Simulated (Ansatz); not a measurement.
# SnP2O7 (P-1): the host for defect calculations, part 2 of 2

Before any defect goes in: SnP2O7 (P-1) at rest, and how it screens a charge.

Ansatz 0.2.0; plane-wave PAW DFT, PBEsol; relaxation of the host's cell and atoms (the session's first sound run).

So far: Starting point; Host cell relaxation.

**3. Dielectric tensors of the host**

The response to a uniform electric field gives the electronic dielectric tensor.

This step: plane-wave PAW DFPT, PBEsol; dielectric tensors, Born charges and zone-centre modes of the host (Ansatz 0.2.0).

eps/input.yaml reads:

```yaml
crystal:
  lattice:
    - [5.101282977, -0.0187229037, -0.0209285951]
    - [0.1372277968, 6.8044863064, 0.0545780663]
    - [0.169999221, 3.0815826159, 7.8988365803]
  atoms:
    - { symbol: Sn, position: [0.2428249042, 0.2139306018, 0.7325916291] }
    - { symbol: Sn, position: [0.7571750958, 0.7860693982, 0.2674083709] }
    - { symbol: P, position: [0.2498328424, 0.1156915004, 0.1619180964] }
    - { symbol: P, position: [0.2748854447, 0.4474453815, 0.3159081358] }
    - { symbol: P, position: [0.7251145553, 0.5525546185, 0.6840918642] }
    - { symbol: P, position: [0.7501671576, 0.8843084996, 0.8380819036] }
    - { symbol: O, position: [0.1698154772, 0.2836215254, 0.4812633938] }
    - { symbol: O, position: [0.0376929854, 0.941376387, 0.7940169932] }
    - { symbol: O, position: [0.0964914844, 0.6399919485, 0.2382424643] }
    - { symbol: O, position: [0.2838560528, 0.3403586923, 0.1775982168] }
    - { symbol: O, position: [0.3248041975, 0.1596296047, 0.9787109351] }
    - { symbol: O, position: [0.4362245647, 0.9578198075, 0.287349798] }
    - { symbol: O, position: [0.4424383461, 0.4907983911, 0.669275739] }
    - { symbol: O, position: [0.5575616539, 0.5092016089, 0.330724261] }
    - { symbol: O, position: [0.5637754353, 0.0421801925, 0.712650202] }
    - { symbol: O, position: [0.6751958025, 0.8403703953, 0.0212890649] }
    - { symbol: O, position: [0.7161439472, 0.6596413077, 0.8224017832] }
    - { symbol: O, position: [0.9035085156, 0.3600080515, 0.7617575357] }
    - { symbol: O, position: [0.9623070146, 0.058623613, 0.2059830068] }
    - { symbol: O, position: [0.8301845228, 0.7163784746, 0.5187366062] }
basis:
  ecutwfc: 420
hamiltonian:
  xc: pbesol
kpoints:
  mp_grid: { grid: [5, 4, 3] }
scf:
  occupations: { method: fixed }
  max_iter: 100
phonons:
  method: dfpt
  dielectric: true
  rigid_motions: translations
```

Launch:

```console
$ ansatz run input.yaml --threads 4 --pin off --max-ram 7536MiB --backend cpu --events-out ev --progress --plain --runs-dir out
```

Numbers of over 12 decimals in the logs are rounded to 6 here.

What it wrote:

```text
[...]
Crystal: 20 atoms, lattice volume = 273.359 Å³
Basis set: ecut = 420 eV, 5367 PW (Γ), exchange–correlation on 72×96×120 points (8 copies of the dense FFT grid, shifted against one another)
Bands: 86, of which v1, the nominal top of the filled ones, is band 66 counted from 1 (65 counted from 0)
Symmetry: 2 space group operations
k-points: 31 of 60 (irreducible under 1 space group operation, time reversal used)
[...]
SCF iter   1: F=—  HF=-22718.094606 eV  |F-HF|=—  |Δ(HF+E_count)|=         —  Δρ=1.20e-2  dr2=2.98e-1  ethr=1.77e-3  ⟨swp⟩=5.0  Hψ=10824  notcnv=0  defer=558
[...]
SCF iter  12: F=-22718.013164 eV  HF=-22718.013164 eV  |F-HF|=1.09e-11  |Δ(HF+E_count)|=  4.73e-11  Δρ=1.20e-7  dr2=3.55e-11  ethr=1.00e-12  ⟨swp⟩=7.6  Hψ=15190  notcnv=0
SCF 1 converged in 12 iterations: F = -22718.013164 eV  dr2 = 3.55e-11
[...]
NSCF: frozen V_eff on 6 k-points
[...]
DFPT response loops at q = (0, 0, 0) (fractional): preconditioner auto → none (the input reference at scf.mixing.eps_inf says where Resta's filter doesn't serve); β = 0.50; Anderson in place of MSR1
DFPT response loops at Γ: preconditioner auto → none (the input reference at scf.mixing.eps_inf says where Resta's filter doesn't serve); β = 0.50; Broyden in place of MSR1
SCF converged after 12 iterations
Free energy (F): -22718.013164 eV
[...]
Internal energy: -22718.013164 eV  (E = F + TS)
E sigma→0 (E₀):  -22718.013164 eV
Fermi energy:    3.006364 eV
[...]
--- Band table (eV; the first three rows and the last of 31) ---
[...]
[... further k-points left out ...]
--- Phonons (Γ-DFPT): 30 representative perturbations + reference (Σ response iterations 243) ---
  k mesh reduced under 1 symmetry operation, with k and −k counted as one. Each operation leaves every solved perturbation unchanged. A smaller set is not considered because the run solves the response to a homogeneous field
  ASR residual: 1.643e-4 → 0.000e0 eV/Å²; symmetrization residual: 6.171e-6 eV/Å²
  ASR residual per site (eV/Å²): 5.19e-6 5.19e-6 1.58e-5 8.49e-6 8.49e-6 1.58e-5 4.80e-5 1.64e-4 2.71e-5 1.91e-5 3.04e-5 1.32e-4 9.05e-6 9.05e-6 1.32e-4 3.04e-5 1.91e-5 2.71e-5 1.64e-4 4.80e-5
  Γ frequencies (cm⁻¹): 0.00 0.00 0.00 68.49 74.46 85.49 117.79 132.79 135.68 148.70 168.88 172.96 179.04 187.27 197.37 210.64 220.58 249.10 256.11 271.60 279.32 296.63 324.33 333.37 336.38 359.13 363.95 365.71 371.04 379.90 392.22 400.77 432.14 444.39 447.44 [...]
  ε∞ (high-frequency dielectric tensor):
        2.795141     0.023325     0.007138
        0.023325     2.765505    -0.006793
        0.007138    -0.006793     2.754365
  ε⁰ (static dielectric tensor: ions relaxed, cell fixed):
        6.295972     0.196702    -0.015251
        0.196702     6.279237    -0.032446
       -0.015251    -0.032446     6.102939
  ε⁰ − ε∞ (ionic part):
        3.500831     0.173378    -0.022389
        0.173378     3.513732    -0.025654
       -0.022389    -0.025654     3.348574
  softest optical mode at Γ: 68.49 cm⁻¹; the repairs (sum rule, projections) moved no ω² at Γ by more than (3.05 cm⁻¹)²
  Born effective charges Z* (e; rows j = field, columns β = displacement):
    site 0:
         4.63860    0.31698   -0.41538
        -0.28352    3.81702   -0.26930
         0.43087   -0.34532    4.46956
    site 1:
         4.63860    0.31698   -0.41538
        -0.28352    3.81702   -0.26930
         0.43087   -0.34532    4.46956
    site 2:
         3.66782   -0.25649    0.43460
         0.41646    4.17232   -0.39452
        -0.40227    0.82127    3.72716
    site 3:
         3.62308   -0.35069    0.61467
         0.35620    4.14828    0.74736
        -0.50241   -0.26809    3.66209
    site 4:
         3.62308   -0.35069    0.61467
         0.35620    4.14828    0.74736
        -0.50241   -0.26809    3.66209
    site 5:
         3.66782   -0.25649    0.43460
         0.41646    4.17232   -0.39452
        -0.40227    0.82127    3.72716
    site 6:
        -1.09025   -0.06532    0.10728
        -0.11202   -1.07498    0.07043
         0.35420    0.44397   -2.74518
    site 7:
        -2.45326   -0.57936    0.34410
        -0.84378   -1.44311    0.30745
         0.32484    0.08390   -1.07050
    site 8:
        -2.05299    0.99201   -0.36182
         0.87258   -1.92776    0.34799
        -0.19861    0.37450   -1.13743
    site 9:
        -0.86022   -0.15033   -0.09192
        -0.25249   -3.46303   -1.11947
        -0.00252   -1.10978   -1.47551
    site 10:
        -1.08815    0.01490    0.04514
         0.00950   -1.02240   -0.22919
         0.24804   -0.42582   -3.05440
    site 11:
        -2.01383    0.78372   -0.61886
         0.78172   -1.61992    0.51426
        -0.38301    0.25271   -1.32115
    site 12:
        -2.37080   -0.70541   -0.05780
        -0.94464   -1.58642    0.02499
         0.13087    0.17264   -1.05463
    site 13:
        -2.37080   -0.70541   -0.05780
        -0.94464   -1.58642    0.02499
         0.13087    0.17264   -1.05463
    site 14:
        -2.01383    0.78372   -0.61886
         0.78172   -1.61992    0.51426
        -0.38301    0.25271   -1.32115
    site 15:
        -1.08815    0.01490    0.04514
         0.00950   -1.02240   -0.22919
         0.24804   -0.42582   -3.05440
    site 16:
        -0.86022   -0.15033   -0.09192
        -0.25249   -3.46303   -1.11947
        -0.00252   -1.10978   -1.47551
    site 17:
        -2.05299    0.99201   -0.36182
         0.87258   -1.92776    0.34799
        -0.19861    0.37450   -1.13743
    site 18:
        -2.45326   -0.57936    0.34410
        -0.84378   -1.44311    0.30745
         0.32484    0.08390   -1.07050
    site 19:
        -1.09025   -0.06532    0.10728
        -0.11202   -1.07498    0.07043
         0.35420    0.44397   -2.74518
  Z* charge neutrality: 1.397e-5 e pre-enforcement
  k-mesh period / interband length: 25.4 Å / 1.14 Å = 22.27 at k = (0.0000, 0.0000, 0.0000), direct gap 4.314 eV — 14 or more, which is no proof of convergence
  optical modes at Γ without the LO–TO term, one row a degenerate level:
      ω (cm⁻¹)  modes    IR ((D/Å)²/amu)
         68.49      1             0.0000
         74.46      1             0.0000
         85.49      1             0.0000
        117.79      1             0.0000
        132.79      1             2.1444
        135.68      1             0.0000
        148.70      1             0.0000
        168.88      1             2.1046
        172.96      1             1.8630
        179.04      1             3.7213
        187.27      1             0.0000
        197.37      1             0.0000
        210.64      1             0.2139
        220.58      1             4.1272
        249.10      1             0.0000
        256.11      1            12.6586
        271.60      1             0.0000
        279.32      1             7.5989
        296.63      1             0.0000
        324.33      1             1.3009
        333.37      1             2.3115
        336.38      1             0.0000
        359.13      1             0.0000
        363.95      1             2.5607
        365.71      1             4.2335
        371.04      1             0.0000
        379.90      1             0.0000
        392.22      1             2.3664
        400.77      1             0.0000
        432.14      1             3.8484
        444.39      1             0.0000
        447.44      1            27.0951
        475.59      1             0.0000
        539.18      1             2.4751
        544.98      1             0.0000
        551.00      1             0.0000
        557.09      1             0.1944
        581.56      1             4.4736
        587.75      1             0.0000
        607.54      1             2.8608
        622.48      1             0.0000
        695.44      1             2.3454
        715.30      1             0.0000
        952.34      1            96.4765
        953.00      1             0.0000
       1037.81      1             0.0000
       1039.91      1             2.5192
       1045.88      1             0.0000
       1053.62      1            24.4398
       1064.36      1            18.3511
       1067.22      1             0.0000
       1078.72      1            87.4529
       1085.88      1             0.0000
       1097.52      1             0.0000
       1110.08      1            70.6883
       1131.01      1             0.0000
       1216.62      1             6.6572
  optical modes at Γ + LO–TO along q̂ = [1.0000, 0.0000, 0.0000]:
      ω (cm⁻¹)  modes    IR ((D/Å)²/amu)
         68.49      1             0.0000
         74.46      1             0.0000
         85.49      1             0.0000
        117.79      1             0.0000
        135.68      1             0.0000
        139.31      1             1.1134
        148.70      1             0.0000
        169.89      1             2.0470
        173.84      1             1.1229
        180.25      1             3.6546
        187.27      1             0.0000
        197.37      1             0.0000
        210.97      1             0.1334
        221.36      1             3.7306
        249.10      1             0.0000
        271.60      1             0.0000
        279.22      1             7.4736
        296.63      1             0.0000
        301.31      1             5.8044
        324.41      1             1.3360
        333.37      1             2.3175
        336.38      1             0.0000
        359.13      1             0.0000
        365.21      1             4.0785
        371.04      1             0.0000
        372.66      1             2.8988
        379.90      1             0.0000
        392.25      1             2.2960
        400.77      1             0.0000
        441.13      1             9.0892
        444.39      1             0.0000
        449.75      1            22.0117
        475.59      1             0.0000
        539.37      1             2.5352
        544.98      1             0.0000
        551.00      1             0.0000
        557.10      1             0.1934
        583.60      1             4.1880
        587.75      1             0.0000
        611.80      1             2.3531
        622.48      1             0.0000
        695.47      1             2.3415
        715.30      1             0.0000
        952.89      1            96.4148
        953.00      1             0.0000
       1037.81      1             0.0000
       1040.34      1             1.3317
       1045.88      1             0.0000
       1053.84      1            23.9017
       1065.63      1             8.1479
       1067.22      1             0.0000
       1085.88      1             0.0000
       1097.52      1             0.0000
       1109.95      1            70.4321
       1131.01      1             0.0000
       1201.70      1            84.5786
       1220.76      1            31.5572
  optical modes at Γ + LO–TO along q̂ = [0.0000, 1.0000, 0.0000]:
      ω (cm⁻¹)  modes    IR ((D/Å)²/amu)
         68.49      1             0.0000
         74.46      1             0.0000
         85.49      1             0.0000
        117.79      1             0.0000
        134.33      1             1.8984
        135.68      1             0.0000
        148.70      1             0.0000
        169.38      1             1.7867
        173.07      1             1.6279
        187.27      1             0.0000
        192.49      1             1.4881
        197.37      1             0.0000
        210.92      1             0.2515
        220.60      1             4.0698
        249.10      1             0.0000
        256.31      1            12.4362
        271.60      1             0.0000
        282.39      1             7.8010
        296.63      1             0.0000
        324.82      1             0.5896
        336.38      1             0.0000
        336.42      1             0.5491
        359.13      1             0.0000
        364.10      1             2.3964
        371.04      1             0.0000
        372.67      1             0.9363
        379.90      1             0.0000
        393.71      1             2.4052
        400.77      1             0.0000
        432.17      1             3.7447
        444.39      1             0.0000
        475.59      1             0.0000
        496.77      1            13.0214
        544.98      1             0.0000
        545.59      1             4.6955
        551.00      1             0.0000
        557.20      1             0.3548
        586.64      1             4.3276
        587.75      1             0.0000
        607.56      1             2.8411
        622.48      1             0.0000
        696.32      1             2.1986
        715.30      1             0.0000
        953.00      1             0.0000
       1025.60      1            55.2634
       1037.81      1             0.0000
       1040.29      1             7.0490
       1045.88      1             0.0000
       1060.12      1            12.0616
       1067.22      1             0.0000
       1078.01      1            92.2523
       1082.97      1            43.0252
       1085.88      1             0.0000
       1097.52      1             0.0000
       1131.01      1             0.0000
       1164.83      1           103.2727
       1220.79      1            14.7389
  optical modes at Γ + LO–TO along q̂ = [0.0000, 0.0000, 1.0000]:
      ω (cm⁻¹)  modes    IR ((D/Å)²/amu)
         68.49      1             0.0000
         74.46      1             0.0000
         85.49      1             0.0000
        117.79      1             0.0000
        133.54      1             2.0033
        135.68      1             0.0000
        148.70      1             0.0000
        170.48      1             0.8297
        178.54      1             2.9054
        181.73      1             1.3733
        187.27      1             0.0000
        197.37      1             0.0000
        210.65      1             0.2168
        232.67      1             1.3315
        249.10      1             0.0000
        256.13      1            12.5527
        271.60      1             0.0000
        296.63      1             0.0000
        300.96      1             6.2049
        327.76      1             0.7914
        336.38      1             0.0000
        337.32      1             1.6885
        359.13      1             0.0000
        365.57      1             3.4811
        366.08      1             2.8449
        371.04      1             0.0000
        379.90      1             0.0000
        396.84      1             3.4859
        400.77      1             0.0000
        433.45      1             4.2893
        444.39      1             0.0000
        462.24      1            23.1866
        475.59      1             0.0000
        540.37      1             2.9358
        544.98      1             0.0000
        551.00      1             0.0000
        557.45      1             0.2373
        585.04      1             3.8245
        587.75      1             0.0000
        609.60      1             2.5297
        622.48      1             0.0000
        698.43      1             1.8668
        715.30      1             0.0000
        953.00      1             0.0000
        964.35      1            95.8546
       1037.81      1             0.0000
       1040.22      1             2.3633
       1045.88      1             0.0000
       1059.63      1            13.0877
       1067.22      1             0.0000
       1069.78      1             8.9458
       1078.78      1            88.3086
       1085.88      1             0.0000
       1097.52      1             0.0000
       1131.01      1             0.0000
       1190.65      1            42.8804
       1244.36      1            67.0630
```

Run time: 52 min. Hardware: 4 threads of Arm Neoverse V1, shared host; peak memory 5.3 GiB.

Electronic dielectric tensor:

```
 2.80  0.02  0.01
 0.02  2.77 -0.01
 0.01 -0.01  2.75
```

Static dielectric tensor:

```
 6.30  0.20 -0.02
 0.20  6.28 -0.03
-0.02 -0.03  6.10
```

The principal values of the electronic dielectric tensor are 2.74, 2.76 and 2.81. The principal values of the static dielectric tensor are 6.08, 6.11 and 6.49.

**4. Results**

```
primitive cell vectors, lengths                : 5.101, 6.806, 8.480 Å
electronic dielectric constant                 : principal values (2.74, 2.76, 2.81)
static dielectric constant                     : principal values (6.08, 6.11, 6.49)
gap on the k-mesh of the response run (PBEsol) : 4.17 eV
```

**Reading.** First to last step the energy falls by 0.077 eV, across changes of basis; the largest move, 0.17 Å, is that of O11 and 1 other atom alike. The k-mesh can miss the band edges, so this gap is an upper bound at this level. All at zero temperature.

[Logs are printed without paths, hosts, clocks, repeated set-up lines and the standing remarks that a program may print on its own settings, such as how far it seeks lower states.]

[Hosts, paths, dates, database ids (printed as entryN), source tags and the programs' standing remarks are cut or masked in the printed files.]

[Runs of the host that timed out are not shown.]

[For some hosts the program warned that the k-mesh of the response run may be too coarse for force constants and the static dielectric constant; such warnings are not always shown.]
